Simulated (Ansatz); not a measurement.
# Mo2N(OH)2 MXene monolayer in a perpendicular field

What dipole does a perpendicular field induce in the Mo2N(OH)2 MXene monolayer? A positive field points along +c.

Program: Ansatz 0.2.0. Level of theory: plane-wave DFT, PBEsol-D3(BJ), Ansatz PAW (set soft_1); PAW set soft_1, in the first sound run; inputs show where later runs differ. Results are calculated unless marked as measured.

## 1. Set-up

The cell holds 7 atoms: 2 H, 2 O, 2 Mo and 1 N. Its edges and angles: a = 2.953 Å, b = 2.953 Å, c = 44.152 Å, α = 90.0°, β = 90.0°, γ = 120.0°. Vacuum lies along c.

## 2. Relaxing the slab

The starting cell is a guess, so the in-plane lattice and the atoms are relaxed first, with the slab cut off from its images along the normal.

input.yaml

```yaml
crystal:
  lattice:
    - [2.953236, 0.0, 0.0]
    - [-1.476618, 2.5575773994, 0.0]
    - [0.0, 0.0, 44.1523190102]
  atoms:
    - { symbol: H, position: [0.3333333333, 0.6666666667, 0.4257986992] }
    - { symbol: O, position: [0.3333333333, 0.6666666667, 0.4479945888] }
    - { symbol: Mo, position: [0.6666666667, 0.3333333333, 0.4736079945] }
    - { symbol: "N", position: [0.0, 0.0, 0.5] }
    - { symbol: Mo, position: [0.3333333333, 0.6666666667, 0.5263920055] }
    - { symbol: O, position: [0.6666666667, 0.3333333333, 0.5520054112] }
    - { symbol: H, position: [0.6666666667, 0.3333333333, 0.5742013008] }
  periodic: [true, true, false]
kpoints:
  mp_grid: { grid: [12, 12, 1] }
hamiltonian:
  xc: pbesol
  dispersion: d3bj
  pseudopotentials: { kind: paw, azcp: { folder: soft_1 }, xc_functional: pbe }
scf:
  occupations: { method: fermi_dirac, width: 0.05 }
  convergence: { dr2_threshold: 1.0e-09 }
relax:
  f_tol: 0.004
  max_steps: 90
  cell: {}
output:
  write_potential: true
  write_density: true
  volumetric_format: npy
```

The run is started by

```bash
ansatz run input.yaml --threads 4 --pin off --max-ram 6144MiB --backend cpu --events-out ev --progress --plain --runs-dir out
```

Numbers of over 12 decimals in the logs are rounded to 6 here.

The program printed:

```text
Warning: relax.cell: scf.convergence.dr2_threshold = 1e-9 eV is looser than the 2.55493787526e-10 eV advised for a relaxation that steers and ends on the stress (1e-10 eV for each atom of the cell: 7, times the square of relax.cell.stress_2d_tol = 0.05 N/m over 16.6 Å (the atoms' height at the walk's start and 5 Å past either face), 3.021e-2 GPa, over a crystal's default 0.05). What an SCF threshold leaves in a stress goes as its square root, and in the free energy as the threshold itself, and one threshold admits the most on a small cell: [figures from the program's tests cut] Set scf.convergence.dr2_threshold to 2.55493787526e-10 eV or tighter. [rest of the remark cut]
Engine: ansatz 0.2.0, aarch64-unknown-linux-gnu
Pseudopotentials: kind: paw
Pseudopotential: H, paw, valence charge 1, recommended cutoff 420 eV (normal), soft_1/H.paw.azcp
Pseudopotential: O, paw, valence charge 6, recommended cutoff 420 eV (normal), soft_1/O.paw.azcp
Pseudopotential: Mo, paw, valence charge 14, recommended cutoff 420 eV (normal), soft_1/Mo.paw.azcp
Pseudopotential: N, paw, valence charge 5, recommended cutoff 420 eV (normal), soft_1/N.paw.azcp
Functional definition: PBEsol
  exchange = pbesol_x
  correlation = pbesol_c
Crystal: 7 atoms, lattice volume = 333.488 Å³
Basis set: ecut = 420 eV, 6387 PW (Γ), exchange–correlation on 40×40×600 points (8 copies of the dense FFT grid, shifted against one another)
Bands: 31, of which v1, the nominal top of the filled ones, is band 24 counted from 1 (23 counted from 0)
Symmetry: 12 space group operations
Space group: P-3m1 (ITA 164), of the structure as read, at distance tolerance 6.9e-5 Å
k-points: 19 of 144
Non-local potential: H, projectors of the file, l = 0: 2, l = 1: 1
Non-local potential: O, projectors of the file, l = 0: 2, l = 1: 2, l = 2: 1
Non-local potential: Mo, projectors of the file, l = 0: 3, l = 1: 2, l = 2: 2, l = 3: 1
Non-local potential: N, projectors of the file, l = 0: 2, l = 1: 2, l = 2: 1
PAW form: soft (Blöchl's): semilocal exchange-correlation on the pseudo side does not see the compensation charge
PAW frozen core: O, regenerated for the run's functional, and the local potential with it (the file was generated under x = pbe(κ = 0.804, μ = 0.219515), c = pbe(β = 0.066725))
PAW frozen core: Mo, regenerated for the run's functional, and the local potential with it (the file was generated under x = pbe(κ = 0.804, μ = 0.219515), c = pbe(β = 0.066725))
PAW frozen core: N, regenerated for the run's functional, and the local potential with it (the file was generated under x = pbe(κ = 0.804, μ = 0.219515), c = pbe(β = 0.066725))
PAW one-centre angular grid: H, 110 points (default); XC on 64 Gauss nodes
PAW one-centre angular grid: O, 110 points (default); XC on 64 Gauss nodes
PAW one-centre angular grid: Mo, 590 points (default); XC on 64 Gauss nodes
PAW one-centre angular grid: N, 110 points (default); XC on 64 Gauss nodes
Initial density: superposition of atomic densities (neutral atoms: chi_scale 0, normalization atom)
Initial wavefunctions: pseudopotential atomic-orbital guess
Functional: x = pbesol(κ = 0.804, μ = 0.123457), c = pbesol(β = 0.046)
SCF iter   1: F=—  HF=-11332.831475 eV  |F-HF|=—  |Δ(HF+E_count)|=         —  Δρ=8.02e-2  dr2=2.89e1  ethr=3.10e-3  ⟨swp⟩=18.1  Hψ=5157  notcnv=0  defer=1
preconditioner: auto → LDOS  [metal: Δε(μ)=0.071 eV  Ē_g=11.381 eV  σ=0.050 eV  W_gap=0.32  n_scr=26 (ndim 8)  ℏωp=10.6 eV  f_vac=0.792  D(μ)=4.46/eV (n_scr^D=20)  β→1.0]
SCF iter   2: F=—  HF=-11335.008931 eV  |F-HF|=—  |Δ(HF+E_count)|=    2.18e0  Δρ=7.52e-2  dr2=6.65e2  ethr=3.10e-3  ⟨swp⟩=12.8  Hψ=7883  notcnv=0  defer=16  recentre
automatic band count: the SCF goes on with 38 bands, as 31 were too few: the levels above may hold too much charge
SCF iter   3: F=—  HF=-11327.774470 eV  |F-HF|=—  |Δ(HF+E_count)|=    7.23e0  Δρ=4.00e-2  dr2=8.73e0  ethr=3.10e-3  ⟨swp⟩=8.9  Hψ=2926  notcnv=0  defer=107
SCF iter   4: F=—  HF=-11326.470242 eV  |F-HF|=—  |Δ(HF+E_count)|=    1.30e0  Δρ=1.07e-2  dr2=2.14e0  ethr=3.10e-3  ⟨swp⟩=10.3  Hψ=2761  notcnv=0  defer=108
SCF iter   5: F=—  HF=-11326.825207 eV  |F-HF|=—  |Δ(HF+E_count)|=   3.55e-1  Δρ=3.12e-3  dr2=1.81e0  ethr=3.10e-3  ⟨swp⟩=6.4  Hψ=1606  notcnv=0  defer=97
SCF iter   6: F=—  HF=-11326.621667 eV  |F-HF|=—  |Δ(HF+E_count)|=   2.04e-1  Δρ=2.50e-3  dr2=1.36e0  ethr=3.10e-3  ⟨swp⟩=3.6  Hψ=913  notcnv=0  defer=78
SCF iter   7: F=—  HF=-11326.271392 eV  |F-HF|=—  |Δ(HF+E_count)|=   3.50e-1  Δρ=3.10e-3  dr2=7.53e-1  ethr=2.89e-3  ⟨swp⟩=4.3  Hψ=973  notcnv=0  defer=82
SCF iter   8: F=—  HF=-11327.165227 eV  |F-HF|=—  |Δ(HF+E_count)|=   8.94e-1  Δρ=2.64e-3  dr2=2.07e0  ethr=1.60e-3  ⟨swp⟩=5.8  Hψ=1203  notcnv=0  defer=87  recentre
SCF iter   9: F=—  HF=-11327.367145 eV  |F-HF|=—  |Δ(HF+E_count)|=   2.02e-1  Δρ=2.97e-3  dr2=2.36e0  ethr=1.60e-3  ⟨swp⟩=3.4  Hψ=914  notcnv=0  defer=85
SCF iter  10: F=—  HF=-11326.387154 eV  |F-HF|=—  |Δ(HF+E_count)|=   9.80e-1  Δρ=2.65e-3  dr2=8.66e-1  ethr=1.60e-3  ⟨swp⟩=4.9  Hψ=1167  notcnv=0  defer=94
SCF iter  11: F=—  HF=-11325.830507 eV  |F-HF|=—  |Δ(HF+E_count)|=   5.57e-1  Δρ=3.93e-3  dr2=9.62e-1  ethr=1.60e-3  ⟨swp⟩=7.9  Hψ=1726  notcnv=0  defer=93
SCF iter  12: F=—  HF=-11325.774390 eV  |F-HF|=—  |Δ(HF+E_count)|=   5.61e-2  Δρ=2.04e-3  dr2=1.44e-2  ethr=1.60e-3  ⟨swp⟩=5.1  Hψ=1213  notcnv=0  defer=79
SCF iter  13: F=—  HF=-11325.778448 eV  |F-HF|=—  |Δ(HF+E_count)|=   4.06e-3  Δρ=8.86e-4  dr2=1.10e-2  ethr=3.05e-5  ⟨swp⟩=4.7  Hψ=1635  notcnv=0  defer=89
SCF iter  14: F=—  HF=-11325.778368 eV  |F-HF|=—  |Δ(HF+E_count)|=   7.96e-5  Δρ=3.12e-4  dr2=9.74e-4  ethr=2.34e-5  ⟨swp⟩=2.7  Hψ=881  notcnv=0  defer=87
SCF iter  15: F=—  HF=-11325.778674 eV  |F-HF|=—  |Δ(HF+E_count)|=   3.06e-4  Δρ=1.59e-4  dr2=5.92e-4  ethr=2.07e-6  ⟨swp⟩=4.4  Hψ=1405  notcnv=0  defer=87
SCF iter  16: F=—  HF=-11325.778682 eV  |F-HF|=—  |Δ(HF+E_count)|=   7.71e-6  Δρ=4.13e-5  dr2=3.02e-5  ethr=1.26e-6  ⟨swp⟩=2.9  Hψ=957  notcnv=0  defer=86
SCF iter  17: F=—  HF=-11325.778670 eV  |F-HF|=—  |Δ(HF+E_count)|=   1.22e-5  Δρ=1.70e-5  dr2=6.63e-7  ethr=6.42e-8  ⟨swp⟩=3.5  Hψ=1419  notcnv=0  defer=85
SCF iter  18: F=—  HF=-11325.778640 eV  |F-HF|=—  |Δ(HF+E_count)|=   3.02e-5  Δρ=3.40e-6  dr2=8.84e-8  ethr=1.41e-9  ⟨swp⟩=3.9  Hψ=1612  notcnv=0  defer=84
SCF iter  19: F=—  HF=-11325.778640 eV  |F-HF|=—  |Δ(HF+E_count)|=   1.18e-7  Δρ=1.01e-6  dr2=6.42e-9  ethr=1.88e-10  ⟨swp⟩=3.0  Hψ=998  notcnv=0  defer=84
SCF iter  20: F=-11325.778640 eV  HF=-11325.778640 eV  |F-HF|=1.10e-9  |Δ(HF+E_count)|=   1.57e-8  Δρ=2.34e-7  dr2=3.66e-10  ethr=2.13e-12  ⟨swp⟩=11.2  Hψ=5903  notcnv=0
[...]
[... from here on, the SCF cycles and remarks between the steps are left out ...]
relax step   4: F+E_penalty+E_count = -11327.68822689 eV  Δ(F+E_penalty+E_count) = -3.553e-1 eV  max|allowed force component| = 4.733e-1 eV/Å  Δτ_max = 0.1920 Å  P = -3.864 N/m  Ω = 299.012 Å³  energy of the carried Pulay correction = +1.785e-2 eV  fix = [c, alpha, beta]  reactions: c -0.000 N/m  (13 SCF iters, accepted)
relax step   5: F+E_penalty+E_count = -11327.70399382 eV  Δ(F+E_penalty+E_count) = -1.577e-2 eV  max|allowed force component| = 2.637e-1 eV/Å  Δτ_max = 0.0038 Å  P = -1.613 N/m  Ω = 296.261 Å³  energy of the carried Pulay correction = +1.936e-2 eV  fix = [c, alpha, beta]  reactions: c -0.000 N/m  (10 SCF iters, accepted)
relax step   6: F+E_penalty+E_count = -11327.70956922 eV  Δ(F+E_penalty+E_count) = -5.575e-3 eV  max|allowed force component| = 4.723e-3 eV/Å  Δτ_max = 0.0165 Å  P = -0.024 N/m  Ω = 295.093 Å³  energy of the carried Pulay correction = +2.001e-2 eV  fix = [c, alpha, beta]  reactions: c -0.000 N/m  (11 SCF iters, accepted)
relax step   7: F+E_penalty+E_count = -11327.70958739 eV  Δ(F+E_penalty+E_count) = -1.817e-5 eV  max|allowed force component| = 1.715e-3 eV/Å  Δτ_max = 0.0002 Å  P = -0.003 N/m  Ω = 295.062 Å³  energy of the carried Pulay correction = +2.002e-2 eV  fix = [c, alpha, beta]  reactions: c -0.000 N/m  (6 SCF iters, accepted)
relax step   8: F+E_penalty+E_count = -11327.69910716 eV  Δ(F+E_penalty+E_count) = +1.048e-2 eV  max|allowed force component| = 2.649e-3 eV/Å  Δτ_max = 0.0000 Å  P = -0.306 N/m  Ω = 295.062 Å³  fix = [c, alpha, beta]  reactions: c -0.000 N/m  stress off target by 3.06e-1 N/m on what of the cell is left free  SCF on the basis re-selected at this cell (its energy is not comparable with the rows above)  (6 SCF iters)
relax step   9: F+E_penalty+E_count = -11327.69946892 eV  Δ(F+E_penalty+E_count) = -3.618e-4 eV  max|allowed force component| = 4.834e-3 eV/Å  Δτ_max = 0.0016 Å  P = +0.033 N/m  Ω = 294.587 Å³  energy of the carried Pulay correction = +2.739e-4 eV  fix = [c, alpha, beta]  reactions: c +0.000 N/m  (8 SCF iters, accepted)
relax step  10: F+E_penalty+E_count = -11327.69943941 eV  Δ(F+E_penalty+E_count) = +2.950e-5 eV  max|allowed force component| = 2.782e-4 eV/Å  Δτ_max = 0.0004 Å  P = +0.001 N/m  Ω = 294.644 Å³  energy of the carried Pulay correction = +2.416e-4 eV  fix = [c, alpha, beta]  reactions: c +0.000 N/m  (6 SCF iters, accepted)
iter 1 solved again at ethr=1.01e-7 eV; its pass at ethr=3.10e-3 eV (dr2=4.73e-5 eV) is discarded
SCF iter   1: F=—  HF=-11327.699222 eV  |F-HF|=—  |Δ(HF+E_count)|=         —  Δρ=3.95e-6  dr2=6.48e-9  ethr=1.01e-7  ⟨swp⟩=7.5  Hψ=9429  notcnv=0
eigensolver tolerance schedule: the retry pair's looser diagonalisation over-reported the residual by 7289.82 of it (diagonalisation noise at 0.31 of the residual, at the tolerance the schedule requests for it); recorded, not acted on — ethr = c·dr2/N_el stays at c = 1.0e-1
preconditioner: auto → LDOS  [metal: Δε(μ)=0.028 eV  Ē_g=12.698 eV  σ=0.050 eV  W_gap=0.14  n_scr=28 (ndim 8)  ℏωp=12.0 eV  f_vac=0.770  D(μ)=2.99/eV (n_scr^D=18)  β→1.0]
SCF iter   2: F=—  HF=-11327.699226 eV  |F-HF|=—  |Δ(HF+E_count)|=   3.70e-6  Δρ=1.28e-6  dr2=4.18e-9  ethr=1.38e-11  ⟨swp⟩=6.3  Hψ=2560  notcnv=0
SCF iter   3: F=-11327.699226 eV  HF=-11327.699226 eV  |F-HF|=1.44e-9  |Δ(HF+E_count)|=  3.75e-10  Δρ=4.65e-7  dr2=6.75e-10  ethr=2.13e-12  ⟨swp⟩=20.1  Hψ=7390  notcnv=0
SCF 11 converged in 3 iterations: F = -11327.699226 eV  dr2 = 6.75e-10
relax step  11: F+E_penalty+E_count = -11327.69922618 eV  Δ(F+E_penalty+E_count) = +2.132e-4 eV  max|allowed force component| = 3.380e-4 eV/Å  Δτ_max = 0.0000 Å  P = -0.004 N/m  Ω = 294.644 Å³  fix = [c, alpha, beta]  reactions: c -0.000 N/m  stress off target by 3.75e-3 N/m on what of the cell is left free  SCF on the basis re-selected at this cell (its energy is not comparable with the rows above)  (3 SCF iters)
basis re-selected at this cell: Δ(F+E_penalty+E_count) = +2.132e-4 eV, ΔP = -0.005 N/m vs the last step (what re-selecting the basis moved, of the pressure what is left beyond the Pulay correction that the steps carried, after the strain that the cell walked since its last selection, with what the two solves' SCF thresholds leave and, on support functions, any second-order correction that the steps lacked; it is no m [...]
WARN: The output density's exchange-correlation potential varies sharply where the density is thin. Do not read a vacuum level from v_tot or v_xc, or from such a field of the output density. On a cell that repeats whose density bears no net charge and no dipole along the vacuum's axis use v_es (v_loc + v_h of the components); under efield.dipole_correction with no amplitude use v_es + v_field, which holds any externa [...]
SCF converged after 3 iterations
Free energy (F): -11327.699226 eV
Harris-Foulkes:  -11327.699226 eV  (|F-HF|=1.44e-9)
Internal energy: -11327.675818 eV  (E = F + TS)
E sigma→0 (E₀):  -11327.687522 eV
Entropy (-TS):   -0.023408 eV (-3.344 meV/atom)
Fermi energy:    -2.622910 eV
--- Per-component energies (eV) ---
  E_band       = -1073.458253
  E_kinetic    = 1343.436932
  E_local      = -263026.567092  (includes V_loc(G=0)·N_el)
  E_nonlocal   = 444.645897
  E_hartree    = 130656.629235
  E_xc         = -567.772952
  E_vxc        = -717.194493  (∫ρ·V_xc dr)
  E_paw        = -6748.038585  (= ΣΔE_a)
  E_vpaw       = -431.040879  (= ΣTr[D̂ρ^β])
  E_aug_tail   = 0.000609  (compensation charges beyond the density's cutoff)
  E_ewald      = 126570.694232
  E_disp       = -1.221368  (pairwise vdW)
  E_core_change = 0.517275  (= ΣΔE_core)
  E_smearing   = -0.023408  (= −TS)
  E_closure    = 0.000000  (closes the sum)
  Σ components = -11327.699226   (vs F -11327.699226, Δ=0.00e0)
--- Forces (eV/Å), atoms counted from 1 ---
  atom   1  H     -0.00000000     0.00000000    -0.00024182
  atom   2  O      0.00000000     0.00000000     0.00033796
  atom   3  Mo     0.00000000     0.00000000    -0.00009720
  atom   4  N      0.00000000     0.00000000     0.00000000
  atom   5  Mo     0.00000000    -0.00000000     0.00009720
  atom   6  O     -0.00000000    -0.00000000    -0.00033796
  atom   7  H     -0.00000000    -0.00000000     0.00024182
  max |Σ_I F_I| component: 4.51e-17 eV/Å
--- 2D stress c σ (N/m, compression-positive) ---
       -0.003752      -0.000000      -0.000000
        0.000000      -0.003752       0.000000
       -0.000000       0.000000      -0.000000
  P = ½ c Tr σ = -0.0038 N/m
--- Band table (eV; the first three rows and the last of 19) ---
  k-point 0: bands = [... 20 lower, -6.0657, -4.1459, -4.0441, -4.0441, -2.9766, -2.9766, -2.8107, -2.7795, ... 10 higher]
  k-point 1: bands = [... 20 lower, -6.2307, -4.4580, -3.9056, -3.8797, -3.1238, -2.8289, -2.7008, -2.6068, ... 10 higher]
  k-point 2: bands = [... 20 lower, -6.2007, -4.9383, -3.7439, -3.3920, -3.3888, -2.4316, -2.3031, -2.1092, ... 10 higher]
  k-point 18: bands = [... 20 lower, -3.7581, -3.1888, -3.1888, -2.8565, -1.5458, -1.5458, 0.1570, 0.1570, ... 10 higher]
  the weakly bound empty levels are not read free of the cell's end (no_gap_told)
--- Relaxed structure (9 steps of the walk, 9 accepted, 2 SCFs on fresh bases) ---
  F+E_penalty+E_count = -11327.69922618 eV   max|allowed force component| = 3.380e-4 eV/Å   (the final SCF, on the basis selected at the relaxed cell)
  cell:  # Å, volume = 294.6436 Å³
    - [2.775917, 0, 0]
    - [-1.387958, 2.404014, 0]
    - [0, 0, 44.1523190102]
  atoms:
    - { symbol: H, position: [0.333333, 0.666667, 0.413090] }
    - { symbol: O, position: [0.333333, 0.666667, 0.435357] }
    - { symbol: Mo, position: [0.666667, 0.333333, 0.467408] }
    - { symbol: N, position: [0, 0, 0.500000] }
    - { symbol: Mo, position: [0.333333, 0.666667, 0.532592] }
    - { symbol: O, position: [0.666667, 0.333333, 0.564643] }
    - { symbol: H, position: [0.666667, 0.333333, 0.586910] }
```

Elapsed: 38 s, on 4 threads of Arm Neoverse V2, shared host; peak memory 0.76 GiB.

The steps of the relaxation:

```csv
step,energy less that of the first step (eV),largest force component (eV/Å),volume (Å³)
1,0.0000,2.6782,333.49
2,-0.9584,1.3145,335.00
3,-1.5543,0.6959,320.65
4,-1.9096,0.4733,299.01
5,-1.9254,0.2637,296.26
6,-1.9309,0.0047,295.09
7,-1.9309,0.0017,295.06
8*,-1.9205,0.0026,295.06
9,-1.9208,0.0048,294.59
10,-1.9208,0.0003,294.64
11*,-1.9206,0.0003,294.64
```

Relaxation steps marked * repeat the geometry before them on a plane-wave basis chosen anew for their cell, so energy and pressure can jump there.

The run keeps the 12 symmetry operations that it works with, so distortions that break them were not tested.

```csv
cell as run,before,after,change
a (Å),2.953,2.776,-6.0 %
b (Å),2.953,2.776,-6.0 %
```

The atoms that moved most (Å, along periodic axes as changes of fractional coordinates times the final cell, across vacuum about the mean position):

```csv
atom,dx,dy,dz,length
H7,0.000,0.000,0.561,0.561
H1,0.000,0.000,-0.561,0.561
O6,0.000,0.000,0.558,0.558
O2,0.000,0.000,-0.558,0.558
Mo5,0.000,0.000,0.274,0.274
Mo3,0.000,0.000,-0.274,0.274
```

Numbers from this step:

```yaml
energy_at_zero_smearing: -11327.6875 eV
```

The lattice constant a goes from 2.953 to 2.776 Å.

[end of part 1 of 4]

[Logs are printed without paths, hosts, clocks, repeated set-up lines and the standing remarks that a program may print on its own settings, such as how far it seeks lower states.]

[Hosts, paths, dates, database ids (printed as entryN), source tags and the programs' standing remarks are cut or masked in the printed files.]

[Maps of the electrostatic potential energy from Ansatz leave out the sawtooth potential of an applied field or a dipole correction, so their vacuum need not be flat; planar profiles and work functions include it.]
